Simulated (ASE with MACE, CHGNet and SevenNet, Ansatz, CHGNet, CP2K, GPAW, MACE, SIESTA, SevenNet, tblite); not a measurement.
**Machine-learned potentials runs on H-capped GaSb nanowire along [001] (84 atoms)**

How do the settings of machine-learned potentials change the result for H-capped GaSb nanowire along [001] (84 atoms)? A plane-wave run serves as the yardstick.

Calculated with ASE with MACE, CHGNet and SevenNet; the method is named at each step.

### 1. Starting point

The cell holds 84 atoms: 20 Ga, 16 Sb and 48 H. Cell: a = 19.087 Å, b = 19.087 Å, c = 24.384 Å, α = 90.0°, β = 90.0°, γ = 90.0°. It derives from GaSb (zinc-blende). Diamond section of size parameter 4.53 Å cut from zinc-blende GaSb (a = 6.096 Å) along [001], 4 periods, broken bonds capped with H, 12 Å of vacuum. Then every atom was moved at random, 0.05 Å r.m.s. a Cartesian component (hydrogen 0.6 of that). Regions: wire, 36 atoms (20 Ga and 16 Sb); hydrogen, 48 atoms (48 H). Vacuum lies along a and b. The structure's axis is c.

The yardstick, on the same geometry:

| Quantity | Value |
| --- | --- |
| method | Kohn-Sham DFT, PBE, PAW, plane waves (Ansatz 0.2.0); cutoff 420 eV, Γ point, fermi-dirac smearing of 0.05 eV; PAW set soft_2 |
| r.m.s. force component | 0.6708 eV/Å |
| longest force | 2.952 eV/Å |
| SCF cycles | 15 |
| time | 1.9 min on 4 threads of Arm Neoverse V2, shared host |
| CPU time | 7.5 min |

### 2. MACE MP-0b3 medium potential

Method: machine-learned interatomic potential MACE MP-0b3 medium, trained on PBE(+U) plane-wave data.

run.py

```python
import numpy as np
from ase.io import read
import mlip  # loads the published weights by name

atoms = read("structure.xyz")
atoms.calc = mlip.calc("mace-mp-0b3-medium")
energy = atoms.get_potential_energy()
forces = atoms.get_forces()
print(f"energy {energy:.6f} eV")
print("forces (eV/A)")
for i, (a, f) in enumerate(zip(atoms, forces)):
    print(f"{i:4d} {a.symbol:2s} {f[0]:10.5f} {f[1]:10.5f} {f[2]:10.5f}")
```

structure.xyz

```xyz
84
Lattice="19.08661 0.00000 0.00000 0.00000 19.08661 0.00000 0.00000 0.00000 24.38400" Properties=species:S:1:pos:R:3 pbc="T T T"
Ga 7.35846 7.49302 2.94900
Ga 7.38881 7.39148 9.09694
Ga 7.35216 7.48291 15.28389
Ga 7.44855 7.46000 21.30796
Sb 7.29452 9.55247 1.41939
Ga 7.42469 11.68368 2.98680
Sb 7.40446 9.51926 7.65219
Ga 7.29948 11.85813 9.18911
Sb 7.40904 9.59713 13.78184
Ga 7.42775 11.73941 15.18562
Sb 7.35865 9.55724 19.86638
Ga 7.37468 11.63978 21.29113
Ga 11.73731 7.31723 3.04605
Sb 9.49616 7.37717 4.53445
Ga 11.77548 7.43633 9.13083
Sb 9.57709 7.32582 10.68726
Ga 11.75411 7.36285 15.29316
Sb 9.44100 7.36094 16.83032
Ga 11.69131 7.43042 21.42451
Sb 9.53243 7.41019 22.86853
Ga 9.56774 9.51086 0.02414
Sb 11.69017 9.58911 1.50327
Ga 11.76327 11.65772 2.97387
Sb 9.60266 11.67089 4.64978
Ga 9.57499 9.61030 6.06113
Sb 11.64188 9.55724 7.55197
Ga 11.64379 11.69475 9.15497
Sb 9.51716 11.69971 10.64874
Ga 9.55991 9.52002 12.29490
Sb 11.55293 9.64313 13.73429
Ga 11.70696 11.76709 15.18489
Sb 9.54922 11.80163 16.69255
Ga 9.56716 9.54693 18.29849
Sb 11.69876 9.59827 19.85053
Ga 11.72605 11.72968 21.31844
Sb 9.63836 11.64016 22.88390
H 7.40770 6.19360 2.19261
H 6.13234 7.40618 3.91631
H 7.41305 6.15104 8.26593
H 6.14150 7.40274 10.09351
H 7.37278 6.10447 14.33194
H 6.14112 7.46267 16.10710
H 7.44950 6.11382 20.41526
H 6.11802 7.38404 22.23211
H 5.97678 9.54254 0.55522
H 6.11325 11.63806 3.92558
H 7.42813 12.96973 2.17895
H 6.04683 9.53949 6.58295
H 6.09302 11.69818 10.00476
H 7.32353 13.00886 8.21204
H 5.93784 9.53872 12.71552
H 7.38537 12.95523 14.32975
H 6.11211 11.71937 16.11417
H 5.94987 9.58816 18.82445
H 7.38728 12.96553 20.45525
H 6.13577 11.64131 22.22431
[... 24 atom lines left out ...]
H 13.03043 9.56754 18.80835
H 12.97221 11.65791 22.20480
H 11.70849 13.02241 20.44038
H 9.54674 13.13369 23.81951
```

Command:

```bash
OMP_NUM_THREADS=1 python run.py > output.txt
```

What it wrote:

```text
energy -269.403405 eV
forces (eV/A)
   0 Ga   -0.14044   -0.21671    0.92720
   1 Ga   -0.21964    0.09289    1.32484
   2 Ga    0.79742   -1.32855   -1.33272
   3 Ga   -0.82004   -1.24191    0.32850
   4 Sb    2.40748    0.46615    0.94807
   5 Ga   -0.26362   -0.34351    0.94014
   6 Sb    0.46294    1.11141   -0.17936
   7 Ga    0.92125   -0.81099   -0.73491
   8 Sb   -0.51309   -0.34701   -1.07694
   9 Ga   -0.88569   -0.11045    1.08322
  10 Sb    0.37640   -0.12177   -1.43230
  11 Ga    0.43619    1.03971    0.80102
  12 Ga    0.02843    1.26147    0.63016
  13 Sb    0.29073    0.59786    0.08597
  14 Ga   -0.68957   -0.26565   -0.18007
  15 Sb   -0.05919    1.20946   -0.34511
  16 Ga   -1.42446    0.11938   -0.79580
  17 Sb    0.96556    0.97988   -0.74532
  18 Ga    0.14581   -0.55269   -1.01846
  19 Sb    0.00191    0.36685    0.07793
  20 Ga   -0.41648    0.11299    0.02070
  21 Sb    0.03794   -1.22489    0.02683
  22 Ga   -0.30156    0.20617    1.15979
  23 Sb   -0.05371   -0.43830   -1.98185
[...]
76 H    -1.16608    0.13627    0.70694
  77 H    -0.07015    1.52584   -1.28898
  78 H    -0.46224   -0.11628   -0.20311
  79 H    -0.03157    0.47785    0.27854
  80 H     0.11906   -0.01685   -0.01444
  81 H     0.47196   -0.14794    0.54916
  82 H    -0.16072    0.09794   -0.26823
  83 H     0.03669   -0.54500   -0.33914
```

Elapsed: 7 s, on 1 thread of Arm Neoverse V2, shared host; peak memory 0.77 GiB.

Banners, paths, timers and routine set-up lines are dropped from the logs unmarked, and long logs keep their key lines alone; longer cuts are marked.

Numbers from this run, and their distance from the reference:

* r.m.s. force component: 0.6509 eV/Å
* r.m.s. difference of force components: 230.2 meV/Å
* longest difference of force vectors: 927.9 meV/Å
* force difference over r.m.s. force: 34.33 %
* slope of forces against the reference's: 0.9118
* correlation of force components: 0.9397

Length of the force difference by element (eV/Å):

```tsv
element	atoms	mean	most
Ga	20	0.59	0.93
H	48	0.18	0.37
Sb	16	0.47	0.72
```

Local excerpt of 9 atoms (numbers count through the whole input) about Sb5, which bears the longest force; x, y, z are measured from there.

```tsv
atom	x	y	z	distance (Å)	bonds	Fx	Fy	Fz (eV/Å)
Sb5	0.00	0.00	0.00	0.00	4	2.41	0.47	0.95
H45	-1.32	-0.01	-0.86	1.58	1	-1.61	-0.01	-1.04
Ga1	0.06	-2.06	1.53	2.57	4	-0.14	-0.22	0.93
Ga6	0.13	2.13	1.57	2.65	4	-0.26	-0.34	0.94
Ga21	2.27	-0.04	-1.40	2.67	4	-0.42	0.11	0.02
H37	0.11	-3.36	0.77	3.45	1	0.18	-0.84	-0.85
H46	-1.18	2.09	2.51	3.47	1	0.26	-0.12	0.05
H38	-1.16	-2.15	2.50	3.49	1	-0.21	0.28	0.33
H47	0.13	3.42	0.76	3.50	1	0.17	0.69	-0.64
```

Atoms are counted from 1 here, from 0 in the log.

Forces lie 34 % from the reference's, at 0.015 times its CPU time (on 1 against 4 cores).

### 3. CHGNet r2SCAN potential

Method: machine-learned interatomic potential CHGNet r2SCAN, trained on r2SCAN plane-wave data.

run.py: that of step 2 with these lines changed.

```diff
@@ -5,3 +5,3 @@
 atoms = read("structure.xyz")
-atoms.calc = mlip.calc("mace-mp-0b3-medium")
+atoms.calc = mlip.calc("chgnet-r2scan")
 energy = atoms.get_potential_energy()
```

structure.xyz is that of step 2.

What it wrote:

```text
CHGNet vr2scan initialized with 412,525 parameters
CHGNet will run on cpu
energy -800.815552 eV
forces (eV/A)
   0 Ga   -0.18388    0.14923    0.66307
   1 Ga   -0.31868    0.60538    0.91085
   2 Ga    0.88582   -0.99239   -1.27956
   3 Ga   -0.82094   -0.87373    0.13681
   4 Sb    2.04268    0.15005    1.75571
   5 Ga   -0.49121   -0.31394    0.75909
   6 Sb    0.11986    0.27629    0.40671
   7 Ga    1.15322   -0.66412   -0.34007
   8 Sb   -0.27889   -0.08977    0.09026
   9 Ga   -0.57315   -0.61704    0.93541
  10 Sb    0.26422   -0.05493    0.09084
  11 Ga    0.06539    0.39566    0.17559
  12 Ga   -0.08643    1.07236    0.70060
  13 Sb    0.17736    0.13124   -0.39833
  14 Ga   -0.48150   -0.25271   -0.28609
  15 Sb    0.00618    0.50689   -0.63449
  16 Ga   -0.94016   -0.05384   -0.72463
  17 Sb    0.32016    0.64757   -0.84448
  18 Ga   -0.04347   -0.78143   -0.88729
  19 Sb    0.06367    0.27635   -0.57904
  20 Ga   -0.08892    0.09862   -0.08717
  21 Sb   -0.01330   -0.36206    0.49476
  22 Ga   -0.32092   -0.56850    0.49065
  23 Sb   -0.06705   -0.50994   -1.50529
[...]
76 H    -0.88132    0.11969    0.46876
  77 H    -0.10489    1.24917   -0.96852
  78 H    -0.65013   -0.06463   -0.45315
  79 H     0.01808    0.34833    0.31199
  80 H     0.12686    0.03226   -0.19495
  81 H     0.14013   -0.14105    0.18785
  82 H    -0.12890   -0.21621    0.04933
  83 H     0.03512   -0.28400   -0.13716
```

The job ended after 3.4 s (1 thread; peak memory 0.55 GiB).

Numbers from this run, and their distance from the reference:

* r.m.s. force component: 0.5038 eV/Å
* r.m.s. difference of force components: 342.7 meV/Å
* longest difference of force vectors: 1181 meV/Å
* force difference over r.m.s. force: 51.09 %
* slope of forces against the reference's: 0.6516
* correlation of force components: 0.8675

Against the first run (34 %), the force difference from the reference is 51 %, at 0.47 times the CPU time; this potential was trained at another functional than the reference's, which explains only part of so large a difference.

### 4. SevenNet 0 potential

Method: machine-learned interatomic potential SevenNet 0, trained on PBE(+U) plane-wave data.

run.py: that of step 3 with these lines changed.

```diff
@@ -5,3 +5,3 @@
 atoms = read("structure.xyz")
-atoms.calc = mlip.calc("chgnet-r2scan")
+atoms.calc = mlip.calc("7net-0")
 energy = atoms.get_potential_energy()
```

structure.xyz is that of step 3.

What it wrote:

```text
energy -274.187439 eV
forces (eV/A)
   0 Ga   -0.14120    0.39897    0.80409
   1 Ga   -0.42173    0.66356    1.27828
   2 Ga    1.24632   -1.46820   -1.80423
   3 Ga   -1.04119   -1.13703    0.22780
   4 Sb    1.80018    0.26582    0.65732
   5 Ga   -0.64844   -0.56992    1.07256
   6 Sb    0.33950    0.61604   -0.31014
   7 Ga    1.53229   -0.90499   -0.55251
   8 Sb   -0.82991   -0.21461   -1.09720
   9 Ga   -0.77615   -0.69956    1.32234
  10 Sb    0.26946   -0.06997   -1.10541
  11 Ga    0.29547    0.59593    0.40794
  12 Ga   -0.10547    1.51593    0.95312
  13 Sb    0.22395    0.38752    0.21668
  14 Ga   -0.80686   -0.22039   -0.39684
  15 Sb    0.01497    0.98626   -0.12783
  16 Ga   -1.54064   -0.12191   -1.07012
  17 Sb    0.63603    0.99168   -0.36881
  18 Ga   -0.14258   -0.88806   -1.10872
  19 Sb    0.10122    0.39602    0.05275
  20 Ga   -0.27808    0.12723   -0.07159
  21 Sb    0.05572   -0.72734   -0.09287
  22 Ga   -0.30809   -0.54646    0.87786
  23 Sb   -0.10488   -0.33829   -1.35026
[...]
76 H    -0.98432    0.15774    0.55106
  77 H    -0.09824    1.89319   -1.40384
  78 H    -0.44520   -0.04032   -0.29377
  79 H    -0.01305    0.95028    0.58819
  80 H     0.70053   -0.01718   -0.40973
  81 H     0.58371   -0.09860    0.48340
  82 H    -0.11179    0.19504   -0.21625
  83 H     0.03544   -0.05668   -0.01919
```

It took 6.5 s on 1 thread; peak memory 0.67 GiB.

Numbers from this run, and their distance from the reference:

| Quantity | Value |
| --- | --- |
| r.m.s. force component | 0.6815 eV/Å |
| r.m.s. difference of force components | 323.8 meV/Å |
| longest difference of force vectors | 1175 meV/Å |
| force difference over r.m.s. force | 48.28 % |
| slope of forces against the reference's | 0.8997 |
| correlation of force components | 0.8854 |

Against the first run (34 %), the force difference from the reference is 48 %, at 0.97 times the CPU time.

### 5. The ladder

Differences are against the plane-wave reference, forces as r.m.s. over components; share is that over the reference's r.m.s. force, slope the least-squares factor from reference forces to these. Total energies of different programs have different zeros and aren't compared.

```tsv
run	Δ force, r.m.s. (meV/Å)	share (%)	slope	cores	CPU time	memory (GiB)
reference	-	-	-	4	7.5 min	8.8
MACE MP-0b3 medium potential	230	34.3	0.912	1	6.6 s	0.77
CHGNet r2SCAN potential	343	51.1	0.652	1	3.1 s	0.55
SevenNet 0 potential	324	48.3	0.900	1	6.4 s	0.67
```

Times of the machine-learned potentials are mostly Python's start and the loading of weights.

CPU time is summed over cores on a shared host, where runs went side by side, so it is rough. Symmetry, cutoffs, thresholds, outputs and thread counts weren't matched or tuned between programs; memory under MPI is the largest rank's times the ranks.

### 6. Outcome

```yaml
nearest_in_forces: MACE MP-0b3 medium potential, 34 %
its_cpu_time: 6.6 s
```

Machine-learned potentials differ by 34 % (MACE MP-0b3 medium potential) to 51 % (CHGNet r2SCAN potential); they were trained on other programs' data, some at another functional. Machine-learned potentials mimic data converged in k, so the reference's own k-point error enters their differences. Caps of real hydrogen don't mimic the fractional bonds of a polar compound, so surface states and strained caps may belong to the model. The electronic-structure runs sample only Γ, in a cell whose periodic width is 24 Å. Spin–orbit coupling is left out, which matters for the levels of the heavy elements.

[Also dropped from logs without a mark: logging warnings of Python, and SIESTA's first energy breakdown and zero terms.]

[Logs are printed without paths, hosts, clocks, repeated set-up lines and the standing remarks that a program may print on its own settings, such as how far it seeks lower states.]

[Hosts, paths, dates, database ids (printed as entryN), source tags and the programs' standing remarks are cut or masked in the printed files.]
